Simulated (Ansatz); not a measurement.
# Lu3InN4: complex band structure, part 2 of 3

Wanted: the relaxed cell of Lu3InN4, its band edges and its decay constants. It is built by putting Lu for Al, In for Ga in the Al3GaN4 structure of space group P-43m, with the volume rescaled by atomic radii. The parent structure comes from the Materials Project.

Ansatz 0.2.0; PBEsol DFT, plane waves, PAW files (the session's first sound run).

So far. Step 2 (Relaxing the new crystal): The largest force component on a free atom ends at 1.6e-4 eV/Å.

The structure was built from a prototype and need not be the compound's stable phase.

### Step 3. Band edges

The energy window and the wavevectors of the next steps follow from the band edges, so these are searched first, off the mesh as well.

input.yaml

```yaml
crystal:
  lattice:
    - [5.0503764176, 0.0, 0.0]
    - [0.0, 5.0503764176, 0.0]
    - [0.0, 0.0, 5.0503764176]
  atoms:
    - { symbol: Lu, position: [0.5, 0.5, 0.0] }
    - { symbol: Lu, position: [0.5, 0.0, 0.5] }
    - { symbol: Lu, position: [0.0, 0.5, 0.5] }
    - { symbol: In, position: [0.0, 0.0, 0.0] }
    - { symbol: "N", position: [0.749060862, 0.749060862, 0.250939138] }
    - { symbol: "N", position: [0.749060862, 0.250939138, 0.749060862] }
    - { symbol: "N", position: [0.250939138, 0.749060862, 0.749060862] }
    - { symbol: "N", position: [0.250939138, 0.250939138, 0.250939138] }
kpoints:
  mp_grid: { grid: [6, 6, 6] }
  band_path: { path: [VBM, CBM], npoints: 30 }
scf:
  occupations: { method: fixed }
hamiltonian:
  xc: pbesol
output:
  eigenvalues: true
  write_potential: true
  write_density: true
  volumetric_format: npy
```

Command:

```console
ansatz run input.yaml --threads 2 --pin off --max-ram 4096MiB --backend cpu --events-out ev --progress --plain --runs-dir out
```

Numbers of over 12 decimals in the logs are rounded to 6 here.

What it wrote:

```text
[...]
Crystal: 8 atoms, lattice volume = 128.816 Å³
Basis set: ecut = 420 eV, 2517 PW (Γ)
Bands: 65, of which v1, the nominal top of the filled ones, is band 54 counted from 1 (53 counted from 0)
Symmetry: 24 space group operations
[...]
k-points: 20 of 216 (time reversal used)
[...]
SCF iter   1: F=—  HF=-50883.384537 eV  |F-HF|=—  |Δ(HF+E_count)|=         —  Δρ=1.37e-2  dr2=2.87e-1  ethr=1.77e-3  ⟨swp⟩=5.8  Hψ=4773  notcnv=0  defer=160
[...]
SCF iter   9: F=-50883.308233 eV  HF=-50883.308233 eV  |F-HF|=3.39e-8  |Δ(HF+E_count)|=   6.07e-8  Δρ=7.04e-6  dr2=4.18e-8  ethr=9.26e-11  ⟨swp⟩=15.6  Hψ=7950  notcnv=0
SCF 1 converged in 9 iterations: F = -50883.308233 eV  dr2 = 4.18e-8
[...]
NSCF: frozen V_eff on 20 k-points
[...]
SCF converged after 9 iterations
Free energy (F): -50883.308233 eV
[...]
Internal energy: -50883.308233 eV  (E = F + TS)
E sigma→0 (E₀):  -50883.308233 eV
Fermi energy:    11.373962 eV
[...]
--- Band table (eV; the first three rows and the last of 20) ---
  k-point 0: bands = [... 50 lower, 10.4793, 11.3740, 11.3740, 11.3740, 12.6310, 14.3084, 14.3084, 14.3084, ... 7 higher]
  k-point 1: bands = [... 50 lower, 10.5831, 11.2035, 11.3323, 11.3323, 13.1715, 14.3364, 14.3517, 14.3517, ... 7 higher]
  k-point 2: bands = [... 50 lower, 10.7625, 10.7625, 11.2165, 11.2165, 14.2766, 14.4541, 14.4541, 14.5845, ... 7 higher]
  k-point 19: bands = [... 50 lower, 10.8557, 10.9206, 10.9206, 10.9206, 15.0820, 16.3632, 16.8544, 16.8544, ... 7 higher]
```

It took 40 s on 2 threads of Arm Neoverse V2, shared host; peak memory 0.46 GiB.

The column dr2 measures how far the density is from self-consistency, as an energy; F and HF (Harris–Foulkes) agree once it is small.

Numbers from this step:

| Quantity | Value |
| --- | --- |
| free energy | -50883.3082 eV |
| Fermi energy | 11.37 eV |
| gap on the k-mesh | 1.257 eV |
| gap on path | 1.257 eV, by band count; negative where bands overlap |
| direct gap on path | 1.257 eV |
| edge places on path | 0, 0 1/A along the path |

Levels at VBM (eV): -4.88, -2.99, -2.99, -2.46, -2.46, -2.46, -2.41, -2.41, -2.41, -2.30, -2.30, -2.30, -2.28, -2.21, -2.21, -2.21, -2.20, -2.20, -2.20, -2.19, -2.19, -2.19, -1.94, -1.94, -1.19, -1.19, -1.19, -0.89, -0.89, -0.89, 0.00, 0.00, 0.00, 1.26, 2.93, 2.93, 2.93, 4.36, 5.97, 5.97.

The searched edges give 1.26 eV, as on the mesh.

### Step 4. Complex bands, plane (001)

This step: PBEsol DFT, plane waves, PAW files; complex bands by layer matching along the plane's normal (Ansatz 0.2.0).

The same crystal is laid in a cell whose first two vectors span the (001) plane (indices of the standard conventional cell, whose axes can be ordered otherwise than in the bulk input). At fixed energy and wavevector in the plane the solver finds all kz, real and complex. A few wavevectors are listed, (0, 0) and (0.5, 0) in units of the plane's reciprocal vectors; the slowest state needn't be among them.

input.yaml, as its differences from that of step 3:

```diff
@@ -2,5 +2,5 @@
   lattice:
-    - [5.0503764176, 0.0, 0.0]
-    - [0.0, 5.0503764176, 0.0]
-    - [0.0, 0.0, 5.0503764176]
+    - [5.050376418, 0.0, 0.0]
+    - [0.0, 5.050376418, 0.0]
+    - [0.0, 0.0, 5.050376418]
   atoms:
@@ -16,3 +16,2 @@
   mp_grid: { grid: [6, 6, 6] }
-  band_path: { path: [VBM, CBM], npoints: 30 }
 scf:
@@ -23,4 +22,6 @@
   eigenvalues: true
-  write_potential: true
-  write_density: true
-  volumetric_format: npy
+  transmission:
+    leads: [[0, 0]]
+    kpoints: [[0.0, 0.0], [0.5, 0.0]]
+    e_range: [-1.0, 2.26]
+    de: 0.07
```

What it wrote:

```text
[...]
Crystal: 8 atoms, lattice volume = 128.816 Å³
Basis set: ecut = 420 eV, 2517 PW (Γ)
Bands: 65, of which v1, the nominal top of the filled ones, is band 54 counted from 1 (53 counted from 0)
Symmetry: 24 space group operations
[...]
k-points: 20 of 216 (time reversal used)
[...]
SCF iter   1: F=—  HF=-50883.384538 eV  |F-HF|=—  |Δ(HF+E_count)|=         —  Δρ=1.37e-2  dr2=2.87e-1  ethr=1.77e-3  ⟨swp⟩=5.8  Hψ=4773  notcnv=0  defer=160
[...]
SCF iter   9: F=-50883.308233 eV  HF=-50883.308233 eV  |F-HF|=3.39e-8  |Δ(HF+E_count)|=   5.83e-8  Δρ=6.93e-6  dr2=4.05e-8  ethr=9.26e-11  ⟨swp⟩=15.6  Hψ=7956  notcnv=0
SCF 1 converged in 9 iterations: F = -50883.308233 eV  dr2 = 4.05e-8
[...]
transmission: 9 of 18 steps passed
transmission: 18 of 18 steps passed
SCF converged after 9 iterations
Free energy (F): -50883.308233 eV
[...]
Internal energy: -50883.308233 eV  (E = F + TS)
E sigma→0 (E₀):  -50883.308233 eV
Fermi energy:    11.373962 eV
[...]
--- Band table (eV; the first three rows and the last of 20) ---
  k-point 0: bands = [... 50 lower, 10.4793, 11.3740, 11.3740, 11.3740, 12.6310, 14.3084, 14.3084, 14.3084, ... 7 higher]
  k-point 1: bands = [... 50 lower, 10.5831, 11.2035, 11.3323, 11.3323, 13.1715, 14.3364, 14.3517, 14.3517, ... 7 higher]
  k-point 2: bands = [... 50 lower, 10.7625, 10.7625, 11.2165, 11.2165, 14.2766, 14.4541, 14.4541, 14.5845, ... 7 higher]
  k-point 19: bands = [... 50 lower, 10.8557, 10.9206, 10.9206, 10.9206, 15.0820, 16.3632, 16.8544, 16.8544, ... 7 higher]
--- Transmission ---
  basis      : 221 plane waves across, 9 finite elements along
  points     : 2, as listed
  energies   : 47 from -1.000000 to 2.220000 eV about the Fermi level, 0.070000 eV apart; the leads are filled to 0.628497 eV, and channels, transmission and decay are at 0.610000 eV
  crystal 0  : N4Lu3In1, at the sites [0, 0], period 5.0504 Å: whole cells are its period
    offset         : up to 0.0000 Å between an atom of the period and one for which it stands
    channels       : 0.000000e0 a spin
    conductance    : none, the energies end too early or step too widely for 300 K: set another output.transmission.e_range or a lower de, or, where they end at an eighth of basis.ecutwfc, a higher one
    slowest decay  : 0.1901 /Å at (0.0000, 0.0000)
```

It took 65 s on 2 threads; peak memory 0.78 GiB; 1.8 min of CPU time.

This step gave:

- level to which the leads are filled: 0.6285 eV from the Fermi level
- decay constant at the filling level, zone centre: 0.1901 Å⁻¹
- decay constant at the filling level, slowest listed point: 0.1901 Å⁻¹

K parallel (0, 0); values up to 1.5 1/Å, a degenerate pair printed once or twice; energies at which all values exceed this have no row. Im kz of the slowest decaying states against energy, zero at the highest filled level on the SCF mesh:

| energy (eV) | decay 1 (Å⁻¹) | decay 2 (Å⁻¹) | decay 3 (Å⁻¹) | decay 4 (Å⁻¹) |
| --- | --- | --- | --- | --- |
| -1.00 | 0.152 | 0.153 | 0.330 | 0.783 |
| -0.86 | 0.113 | 0.220 | 0.297 | 0.769 |
| -0.72 | 0.190 | 0.298 | 0.753 | 0.819 |
| -0.58 | 0.210 | 0.334 | 0.735 | 0.845 |
| -0.51 | 0.217 | 0.348 | 0.727 | 0.830 |
| -0.37 | 0.121 | 0.225 | 0.373 | 0.708 |
| -0.23 | 0.229 | 0.393 | 0.690 | 0.735 |
| -0.09 | 0.230 | 0.410 | 0.671 | 0.687 |
| -0.02 | 0.229 | 0.417 | 0.661 | 0.661 |
| 0.05 | 0.111 | 0.227 | 0.229 | 0.423 |
| 0.19 | 0.214 | 0.222 | 0.435 | 0.504 |
| 0.26 | 0.219 | 0.249 | 0.439 | 0.526 |
| 0.40 | 0.210 | 0.307 | 0.447 | 0.555 |
| 0.54 | 0.197 | 0.354 | 0.452 | 0.575 |
| 0.68 | 0.182 | 0.395 | 0.455 | 0.577 |
| 0.82 | 0.162 | 0.432 | 0.456 | 0.564 |
| 0.96 | 0.137 | 0.455 | 0.466 | 0.551 |
| 1.03 | 0.121 | 0.454 | 0.482 | 0.546 |
| 1.17 | 0.0764 | 0.450 | 0.513 | 0.535 |
| 1.31 | 0.444 | 0.524 | 0.543 | 0.609 |
| 1.45 | 0.437 | 0.514 | 0.573 | 0.607 |
| 1.59 | 0.428 | 0.504 | 0.603 | 0.603 |
| 1.73 | 0.418 | 0.494 | 0.598 | 0.633 |
| 1.80 | 0.412 | 0.489 | 0.594 | 0.649 |
| 1.94 | 0.398 | 0.478 | 0.585 | 0.682 |
| 2.08 | 0.383 | 0.467 | 0.574 | 0.719 |
| 2.22 | 0.365 | 0.456 | 0.560 | 0.764 |

K parallel (0, 0). The Re kz of states that move upwards by energy, zero at the highest filled level on the SCF mesh:

| energy (eV) | channel 1 (Å⁻¹) | channel 2 (Å⁻¹) | channel 3 (Å⁻¹) |
| --- | --- | --- | --- |
| -1.00 | -0.559 | -0.205 | - |
| -0.86 | -0.503 | 0.111 | 0.111 |
| -0.79 | -0.477 | 0.209 | 0.209 |
| -0.65 | -0.424 | 0.371 | 0.371 |
| -0.58 | -0.397 | 0.453 | 0.453 |
| -0.44 | -0.341 | - | - |
| -0.30 | -0.278 | - | - |
| -0.23 | -0.527 | -0.527 | -0.242 |
| -0.09 | -0.305 | -0.305 | -0.149 |
| -0.02 | -0.140 | -0.140 | -0.0688 |
| 0.12 | - | - | - |
| 0.19 | - | - | - |
| 0.33 | - | - | - |
| 0.47 | - | - | - |
| 0.54 | - | - | - |
| 0.68 | - | - | - |
| 0.75 | - | - | - |
| 0.89 | - | - | - |
| 1.03 | - | - | - |
| 1.10 | - | - | - |
| 1.24 | - | - | - |
| 1.31 | 0.0611 | - | - |
| 1.45 | 0.119 | - | - |
| 1.52 | 0.140 | - | - |
| 1.66 | 0.176 | - | - |
| 1.80 | 0.208 | - | - |
| 1.87 | 0.223 | - | - |
| 2.01 | 0.251 | - | - |
| 2.08 | 0.265 | - | - |
| 2.22 | 0.291 | - | - |

K parallel (0.5, 0); values up to 1.5 1/Å, a degenerate pair printed once or twice; energies at which all values exceed this have no row. The Im kz of the slowest decaying states by energy, zero at the highest filled level on the SCF mesh:

| energy (eV) | decay 1 (Å⁻¹) | decay 2 (Å⁻¹) | decay 3 (Å⁻¹) | decay 4 (Å⁻¹) |
| --- | --- | --- | --- | --- |
| -1.00 | 0.222 | 0.243 | 0.329 | 0.426 |
| -0.79 | 0.0949 | 0.213 | 0.357 | 0.379 |
| -0.51 | 0.0265 | 0.132 | 0.143 | 0.407 |
| -0.30 | 0.255 | 0.334 | 0.443 | 0.682 |
| -0.09 | 0.264 | 0.285 | 0.351 | 0.444 |
| -0.02 | 0.309 | 0.327 | 0.372 | 0.466 |
| 0.12 | 0.379 | 0.387 | 0.405 | 0.480 |
| 0.40 | 0.453 | 0.456 | 0.466 | 0.516 |
| 0.61 | 0.476 | 0.479 | 0.484 | 0.544 |
| 0.82 | 0.479 | 0.486 | 0.501 | 0.545 |
| 1.10 | 0.473 | 0.481 | 0.514 | 0.538 |
| 1.31 | 0.465 | 0.472 | 0.519 | 0.528 |
| 1.52 | 0.454 | 0.460 | 0.513 | 0.523 |
| 1.73 | 0.441 | 0.447 | 0.493 | 0.528 |
| 2.01 | 0.420 | 0.424 | 0.456 | 0.538 |
| 2.22 | 0.402 | 0.403 | 0.421 | 0.549 |

At the listed wavevectors the last open channel is at -0.02 eV and the next at +1.31 eV on the grid. At +0.61 eV, the grid energy nearest the filling level (the middle of the gap on the SCF mesh), the slowest state at the listed wavevectors decays with κ = 0.190 Å⁻¹, its amplitude falling by e over 5.3 Å. Through 1 nm of this crystal that state's transmission falls by exp(−2 × 0.190 Å⁻¹ × 10 Å) = 0.022.

### Step 5. Decay over the two-dimensional zone

The listed points could miss the slowest state, so one energy near mid-gap is solved on a mesh of 8×8.

input.yaml, as its differences from that of step 4:

```diff
@@ -22,6 +22,2 @@
   eigenvalues: true
-  transmission:
-    leads: [[0, 0]]
-    kpoints: [[0.0, 0.0], [0.5, 0.0]]
-    e_range: [-1.0, 2.26]
-    de: 0.07
+  transmission: { leads: [[0, 0]], kmesh: [8, 8], e_range: [0.63, 0.64], de: 0.05 }
```

What it wrote:

```text
[...]
Crystal: 8 atoms, lattice volume = 128.816 Å³
Basis set: ecut = 420 eV, 2517 PW (Γ)
Bands: 65, of which v1, the nominal top of the filled ones, is band 54 counted from 1 (53 counted from 0)
Symmetry: 24 space group operations
[...]
k-points: 20 of 216 (time reversal used)
[...]
SCF iter   1: F=—  HF=-50883.384538 eV  |F-HF|=—  |Δ(HF+E_count)|=         —  Δρ=1.37e-2  dr2=2.87e-1  ethr=1.77e-3  ⟨swp⟩=5.8  Hψ=4773  notcnv=0  defer=160
[...]
SCF iter   9: F=-50883.308233 eV  HF=-50883.308233 eV  |F-HF|=3.39e-8  |Δ(HF+E_count)|=   5.83e-8  Δρ=6.93e-6  dr2=4.05e-8  ethr=9.26e-11  ⟨swp⟩=15.6  Hψ=7956  notcnv=0
SCF 1 converged in 9 iterations: F = -50883.308233 eV  dr2 = 4.05e-8
[...]
transmission: 36 of 189 steps passed
transmission: 54 of 189 steps passed
[...]
transmission: 189 of 189 steps passed
SCF converged after 9 iterations
Free energy (F): -50883.308233 eV
[...]
Internal energy: -50883.308233 eV  (E = F + TS)
E sigma→0 (E₀):  -50883.308233 eV
Fermi energy:    11.373962 eV
[...]
--- Band table (eV; the first three rows and the last of 20) ---
  k-point 0: bands = [... 50 lower, 10.4793, 11.3740, 11.3740, 11.3740, 12.6310, 14.3084, 14.3084, 14.3084, ... 7 higher]
  k-point 1: bands = [... 50 lower, 10.5831, 11.2035, 11.3323, 11.3323, 13.1715, 14.3364, 14.3517, 14.3517, ... 7 higher]
  k-point 2: bands = [... 50 lower, 10.7625, 10.7625, 11.2165, 11.2165, 14.2766, 14.4541, 14.4541, 14.5845, ... 7 higher]
  k-point 19: bands = [... 50 lower, 10.8557, 10.9206, 10.9206, 10.9206, 15.0820, 16.3632, 16.8544, 16.8544, ... 7 higher]
--- Transmission ---
  basis      : 221 plane waves across, 9 finite elements along
  points     : 21, standing for a mesh of 8 x 8
  energies   : 1 from 0.630000 to 0.630000 eV about the Fermi level; the leads are filled to 0.628497 eV, and channels, transmission and decay are at 0.630000 eV
  crystal 0  : N4Lu3In1, at the sites [0, 0], period 5.0504 Å: whole cells are its period
[...]
channels       : 0.000000e0 a spin
    conductance    : none, crystal 0 has no channel at the energies, or these end too early or step too widely for 300 K: set another output.transmission.e_range or a lower de, or, where they end at an eighth of basis.ecutwfc, a higher one
    slowest decay  : 0.1879 /Å at (0.0000, 0.0000)
```

Run time: 51 s. Hardware: 2 threads; peak memory 0.81 GiB; 1.7 min of CPU time.

Numbers from this step:

```
least decay constant on the mesh : 0.1879 Å⁻¹
```

Slowest decay constant (1/Å; 0 where a channel is open) over k1 and k2. At 0.6300 eV from the Fermi level.

Ten even steps from '_' (0.188) to '@' (0.478):
```
##%%@@%%%%%%@@%%
@@@@**********@@
@@%%**--::--**%%
@@%%**::__::**%%
@@%%**--::--**%%
@@@@**********@@
##%%@@%%%%%%@@%%
%%##@@@@@@@@@@##
```
Columns: k1 (b1) from -0.5 to 0.375; rows upwards: k2 (b2) from -0.5 to 0.375.

The least value on the mesh is 0.188 Å⁻¹ at +0.63 eV. At that energy the listed points give about 0.188 Å⁻¹ by interpolation, so the mesh holds no clearly slower state.

### Step 6. Complex bands, plane (110)

The same for the (110) plane, at (0, 0) and (0.5, 0), to see how the decay depends on direction.

input.yaml

```yaml
crystal:
  lattice:
    - [5.050376418, 0.0, 0.0]
    - [0.0, 7.142310825, 0.0]
    - [0.0, 3.571155412, 3.571155412]
  atoms:
    - { symbol: Lu, position: [0.0, 0.5, 0.0] }
    - { symbol: Lu, position: [0.5, 0.0, 0.5] }
    - { symbol: Lu, position: [0.5, 0.5, 0.5] }
    - { symbol: In, position: [0.0, 0.0, 0.0] }
    - { symbol: "N", position: [0.250939138, 0.250939138, 0.498121724] }
    - { symbol: "N", position: [0.749060862, 0.749060862, 0.0] }
    - { symbol: "N", position: [0.749060862, 0.250939138, 0.0] }
    - { symbol: "N", position: [0.250939138, 0.749060862, 0.501878276] }
kpoints:
  mp_grid: { grid: [6, 6, 6] }
scf:
  occupations: { method: fixed }
hamiltonian:
  xc: pbesol
output:
  eigenvalues: true
  transmission:
    leads: [[0, 0]]
    kpoints: [[0.0, 0.0], [0.5, 0.0]]
    e_range: [-1.0, 2.26]
    de: 0.07
```

What it wrote:

```text
[...]
Crystal: 8 atoms, lattice volume = 128.816 Å³
Basis set: ecut = 420 eV, 2517 PW (Γ)
Bands: 65, of which v1, the nominal top of the filled ones, is band 54 counted from 1 (53 counted from 0)
Symmetry: 24 space group operations
[...]
k-points: 20 of 216 (time reversal used)
[...]
SCF iter   1: F=—  HF=-50883.384406 eV  |F-HF|=—  |Δ(HF+E_count)|=         —  Δρ=1.37e-2  dr2=2.87e-1  ethr=1.77e-3  ⟨swp⟩=5.8  Hψ=4765  notcnv=0  defer=160
[...]
SCF iter   9: F=-50883.308238 eV  HF=-50883.308238 eV  |F-HF|=2.66e-8  |Δ(HF+E_count)|=   5.68e-8  Δρ=6.16e-6  dr2=3.18e-8  ethr=9.26e-11  ⟨swp⟩=15.4  Hψ=7976  notcnv=0
SCF 1 converged in 9 iterations: F = -50883.308238 eV  dr2 = 3.18e-8
[...]
transmission: 7 of 14 steps passed
transmission: 14 of 14 steps passed
SCF converged after 9 iterations
Free energy (F): -50883.308238 eV
[...]
Internal energy: -50883.308238 eV  (E = F + TS)
E sigma→0 (E₀):  -50883.308238 eV
Fermi energy:    11.373953 eV
[...]
--- Band table (eV; the first three rows and the last of 20) ---
  k-point 0: bands = [... 50 lower, 10.4793, 11.3740, 11.3740, 11.3740, 12.6310, 14.3084, 14.3084, 14.3084, ... 7 higher]
  k-point 1: bands = [... 50 lower, 10.5726, 11.1590, 11.2082, 11.3005, 13.5386, 14.3195, 14.4226, 14.6103, ... 7 higher]
  k-point 2: bands = [... 50 lower, 10.6670, 10.9239, 10.9562, 11.0971, 14.5254, 15.0546, 15.4017, 15.5643, ... 7 higher]
  k-point 19: bands = [... 50 lower, 10.8557, 10.9205, 10.9205, 10.9205, 15.0820, 16.3632, 16.8544, 16.8544, ... 7 higher]
--- Transmission ---
  basis      : 315 plane waves across, 7 finite elements along
  points     : 2, as listed
[...]
crystal 0  : Lu3N4In1, at the sites [0, 0], period 3.5712 Å: whole cells are its period
[...]
channels       : 0.000000e0 a spin
[...]
slowest decay  : 0.1873 /Å at (0.0000, 0.0000)
```

It took 2 min on 2 threads; peak memory 1.1 GiB; 3.5 min of CPU time.

Numbers from this step:

```yaml
decay_constant_at_the_filling_level_zone_centre: 0.1873 Å⁻¹
decay_constant_at_the_filling_level_slowest_listed_point: 0.1873 Å⁻¹
```

K parallel (0, 0); values up to 1.5 1/Å, a degenerate pair printed once or twice; energies at which all values exceed this have no row. The Im kz of the slowest decaying states by energy, zero at the highest filled level on the SCF mesh:

| energy (eV) | decay 1 (Å⁻¹) | decay 2 (Å⁻¹) | decay 3 (Å⁻¹) | decay 4 (Å⁻¹) |
| --- | --- | --- | --- | --- |
| -1.00 | 0.0257 | 0.103 | 0.140 | 0.229 |
| -0.86 | 0.199 | 0.226 | 0.255 | 0.269 |
| -0.72 | 0.154 | 0.191 | 0.223 | 0.332 |
| -0.58 | 0.134 | 0.172 | 0.221 | 0.251 |
| -0.51 | 0.0344 | 0.0982 | 0.209 | 0.223 |
| -0.37 | 0.226 | 0.304 | 0.338 | 0.372 |
| -0.23 | 0.228 | 0.351 | 0.365 | 0.388 |
| -0.09 | 0.227 | 0.367 | 0.378 | 0.405 |
| -0.02 | 0.227 | 0.370 | 0.389 | 0.412 |
| 0.05 | 0.136 | 0.146 | 0.214 | 0.226 |
| 0.19 | 0.217 | 0.274 | 0.278 | 0.340 |
| 0.26 | 0.214 | 0.319 | 0.345 | 0.416 |
| 0.40 | 0.206 | 0.378 | 0.401 | 0.425 |
| 0.54 | 0.194 | 0.405 | 0.432 | 0.438 |
| 0.68 | 0.179 | 0.417 | 0.437 | 0.439 |
| 0.82 | 0.161 | 0.423 | 0.432 | 0.438 |
| 0.96 | 0.136 | 0.412 | 0.426 | 0.435 |
| 1.03 | 0.120 | 0.405 | 0.427 | 0.433 |
| 1.17 | 0.0763 | 0.394 | 0.427 | 0.428 |
| 1.31 | 0.383 | 0.422 | 0.426 | 0.445 |
| 1.45 | 0.373 | 0.415 | 0.424 | 0.444 |
| 1.59 | 0.362 | 0.406 | 0.420 | 0.443 |
| 1.73 | 0.350 | 0.396 | 0.416 | 0.441 |
| 1.80 | 0.343 | 0.390 | 0.413 | 0.439 |
| 1.94 | 0.329 | 0.378 | 0.407 | 0.429 |
| 2.08 | 0.313 | 0.364 | 0.401 | 0.416 |
| 2.22 | 0.295 | 0.348 | 0.393 | 0.399 |

K parallel (0, 0). Re kz of states that move upwards against energy, zero at the highest filled level on the SCF mesh:

| energy (eV) | channel 1 (Å⁻¹) | channel 2 (Å⁻¹) | channel 3 (Å⁻¹) | channel 4 (Å⁻¹) | channel 5 (Å⁻¹) |
| --- | --- | --- | --- | --- | --- |
| -1.00 | - | - | - | - | - |
| -0.79 | 0.328 | - | - | - | - |
| -0.51 | - | - | - | - | - |
| -0.30 | -0.610 | -0.437 | -0.366 | - | - |
| -0.09 | -0.325 | -0.206 | -0.181 | - | - |
| -0.02 | -0.142 | -0.0921 | -0.0836 | - | - |
| 0.12 | - | - | - | - | - |
| 0.40 | - | - | - | - | - |
| 0.61 | - | - | - | - | - |
| 0.82 | - | - | - | - | - |
| 1.10 | - | - | - | - | - |
| 1.31 | 0.0612 | - | - | - | - |
| 1.52 | 0.141 | - | - | - | - |
| 1.73 | 0.196 | - | - | - | - |
| 2.01 | 0.259 | - | - | - | - |
| 2.22 | 0.306 | - | - | - | - |

K parallel (0.5, 0); values up to 1.5 1/Å, a degenerate pair printed once or twice; energies at which all values exceed this have no row. The Im kz of the slowest decaying states by energy, zero at the highest filled level on the SCF mesh:

| energy (eV) | decay 1 (Å⁻¹) | decay 2 (Å⁻¹) | decay 3 (Å⁻¹) | decay 4 (Å⁻¹) |
| --- | --- | --- | --- | --- |
| -1.00 | 0.144 | 0.172 | 0.179 | 0.274 |
| -0.86 | 0.222 | 0.246 | 0.289 | 0.312 |
| -0.65 | 0.191 | 0.212 | 0.242 | 0.287 |
| -0.51 | 0.0663 | 0.0795 | 0.0949 | 0.232 |
| -0.37 | 0.159 | 0.206 | 0.209 | 0.226 |
| -0.16 | 0.177 | 0.275 | 0.289 | 0.309 |
| -0.02 | 0.267 | 0.350 | 0.353 | 0.369 |
| 0.12 | 0.329 | 0.371 | 0.391 | 0.409 |
| 0.26 | 0.381 | 0.384 | 0.414 | 0.418 |
| 0.47 | 0.395 | 0.422 | 0.438 | 0.450 |
| 0.61 | 0.399 | 0.427 | 0.443 | 0.466 |
| 0.75 | 0.401 | 0.431 | 0.446 | 0.476 |
| 0.96 | 0.400 | 0.435 | 0.447 | 0.473 |
| 1.10 | 0.398 | 0.438 | 0.446 | 0.472 |
| 1.24 | 0.395 | 0.439 | 0.444 | 0.471 |
| 1.38 | 0.390 | 0.440 | 0.441 | 0.468 |
| 1.59 | 0.381 | 0.434 | 0.441 | 0.463 |
| 1.73 | 0.372 | 0.428 | 0.441 | 0.459 |
| 1.87 | 0.362 | 0.420 | 0.440 | 0.453 |
| 2.08 | 0.344 | 0.407 | 0.439 | 0.443 |
| 2.22 | 0.328 | 0.397 | 0.406 | 0.438 |

At the listed wavevectors the last open channel is at -0.02 eV and the next at +1.31 eV on the grid. At +0.61 eV, the grid energy nearest the filling level (the middle of the gap on the SCF mesh), the slowest state at the listed wavevectors decays with κ = 0.187 Å⁻¹, its amplitude falling by e over 5.3 Å; the first such run, plane (001), gave 0.190 Å⁻¹.

(Continued in part 3 of 3.)

[Logs are printed without paths, hosts, clocks, repeated set-up lines and the standing remarks that a program may print on its own settings, such as how far it seeks lower states.]

[Hosts, paths, dates, database ids (printed as entryN), source tags and the programs' standing remarks are cut or masked in the printed files.]
